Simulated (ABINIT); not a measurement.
# Calculated records

### Quasiparticle gap of SnO2 (Cassiterite) in ABINIT

Symmetry: P4_2/mnm, No. 136, tetragonal system. Conventional cell: a = 4.738 Å, b = 4.738 Å, c = 3.187 Å, α = 90.00°, β = 90.00°, γ = 90.00°. Sn has 6 O at 2.05 to 2.06 Å nearest. Nearest to O lie 3 Sn at 2.05 to 2.06 Å. Farther neighbours, and contacts between anions beyond the nearest, are not listed.

```xyz
6
Lattice="4.7380 0.0000 0.0000 0.0000 4.7380 0.0000 0.0000 0.0000 3.1865" Properties=species:S:1:pos:R:3 pbc="T T T"
Sn    0.0000    0.0000    0.0000
Sn    2.3690    2.3690    1.5933
O     1.4550    1.4550    0.0000
O     0.9140    3.8240    1.5933
O     3.2830    3.2830    0.0000
O     3.8240    0.9140    1.5933
```

| Quantity | Value |
| --- | --- |
| method | RPA screening on PBE with spin-orbit coupling, plane waves, norm-conserving pseudopotentials (and 2 further levels or steps) |
| program | ABINIT 10.8.3 |
| settings | cutoff 42 Ha, PseudoDojo fully relativistic 0.4 stringent, norm-conserving, potential set dojo-fr-pbe-0.4-stringent, ngkpt (2, 2, 4), nband 124, ecuteps 3 Ha, shiftk (0, 0, 0), symchi 1, awtr 1, frequency ppm, 2×2×4 k-mesh |
| cost | 5 runs, 8.6 min in all on 8 MPI ranks of Arm Neoverse V2, shared host |
| notes | The program’s warnings: Neglecting <n,k\|[Vnl,iqr]\|m,k> and nkpt*nsppol () is not a multiple of nproc spkpt (). The cell and positions come from the Crystallography Open Database and are kept as given unless a step says otherwise. Limits: screening head approximate. The 2×2×4 mesh is coarse for this cell, which bears on the long-range parts of exchange and screening. |
| PBE gap | 1.29 eV, direct |
| G0W0 gap on the mesh | 2.72 eV |
| GW settings | 2×2×4 mesh, 124 bands, screening to 81.6 eV, Godby-Needs plasmon pole |
| known limits | short of the basis limit; screening head approximate; coarse k mesh |

G0W0 moves the gap on the mesh from 1.29 eV to 2.72 eV (+1.42 eV), with Z of 0.78 and 0.84 at the edges. Local fields lower the RPA ε∞ on this mesh from 7.62 to 7.42; a Γ-centred mesh this coarse tends to raise both, most where the direct gap is narrow, while a short band sum lowers them.

[Long decimals in the printed logs are rounded to 6 places.]

[Logs are printed without paths, hosts, clocks, repeated set-up lines and the standing remarks that a program may print on its own settings, such as how far it seeks lower states.]

[Paths, hosts, dates, memory and timing lines, banners, echoed tables and standing remarks are left out of the program output; an Ansatz launch command may be rebuilt from the run's recorded settings. Measured values are a selection of at most five: reports struck by readers or far from the other reports are left out. None is set beside runs whose start may be inverted or whose files or cutoffs have a known fault.]

[Runs of the session that timed out or met a known fault of the program may be left out.]

[Hosts, paths, dates, database ids (printed as entryN), source tags and the programs' standing remarks are cut or masked in the printed files.]

[G0W0 gaps are taken among the corrected bands and points alone; a level outside them can change the order at an edge.]

[Where Ansatz stands beside ABINIT at settings called matched, ABINIT's density can come from a denser mesh and the files from another edition; pairs whose starting gaps differed by over 0.03 eV were left out, so agreement reads better than it is.]
